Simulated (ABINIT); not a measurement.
Planning a run of ABINIT 10.8.3 on Cs2InAgCl6 (Fm-3m). The input:

```
acell 3*1.0 Angstrom
rprim 
  0.000000000000 5.234500000000 5.234500000000
  5.234500000000 0.000000000000 5.234500000000
  5.234500000000 5.234500000000 0.000000000000
ntypat 4
znucl 55 49 47 17
natom 10
typat 1 1 2 3 4 4 4 4 4 4
xred 
  0.250000000000 0.250000000000 0.250000000000
  0.750000000000 0.750000000000 0.750000000000
  0.000000000000 0.000000000000 0.000000000000
  0.500000000000 0.500000000000 0.500000000000
  0.760210000000 0.239790000000 0.239790000000
  0.239790000000 0.760210000000 0.239790000000
  0.239790000000 0.760210000000 0.760210000000
  0.760210000000 0.239790000000 0.760210000000
  0.239790000000 0.239790000000 0.760210000000
  0.760210000000 0.760210000000 0.239790000000
pp_dirpath "pseudos"
pseudos "Cs.upf, In.upf, Ag.upf, Cl.upf"
ecut 39
ngkpt 2 2 2
nshiftk 1
shiftk 0 0 0
kptopt 1
chksymbreak 0
istwfk *1
occopt 1
irdwfk 1
optdriver 4
nband 240
gwcalctyp 10
ecutsigx 39
symsigma 1
nkptgw 3
kptgw 
  0.0000000000 0.0000000000 0.0000000000
  0.5000000000 0.0000000000 0.0000000000
  0.5000000000 0.5000000000 0.0000000000
bdgw 
  22 67
  22 67
  22 67
ecuteps 3.9
irdscr 1
ppmodel 1
irdqps 1
indata_prefix "in"
outdata_prefix "out"
tmpdata_prefix "tmp"
```

```sh
OMP_NUM_THREADS=1 mpirun -n 8 abinit run.abi > log
```

Estimate wall time and host memory on 8 MPI ranks of Arm Neoverse V2, shared host.

It took 5.9 min; on shared hardware allow 3 min to 12 min. Peak host memory was 16 GiB.

[Paths, hosts, dates, memory and timing lines, banners, echoed tables and standing remarks are left out of the program output.]

[Logs are printed without paths, hosts, clocks, repeated set-up lines and the standing remarks that a program may print on its own settings, such as how far it seeks lower states.]

[Runs of the session that timed out or met a known fault of the program may be left out.]

[Hosts, paths, dates, database ids (printed as entryN), source tags and the programs' standing remarks are cut or masked in the printed files.]

[G0W0 gaps are taken among the corrected bands and points alone; a level outside them can change the order at an edge.]

[Where Ansatz stands beside ABINIT at settings called matched, ABINIT's density can come from a denser mesh and the files from another edition; pairs whose starting gaps differed by over 0.03 eV were left out, so agreement reads better than it is.]
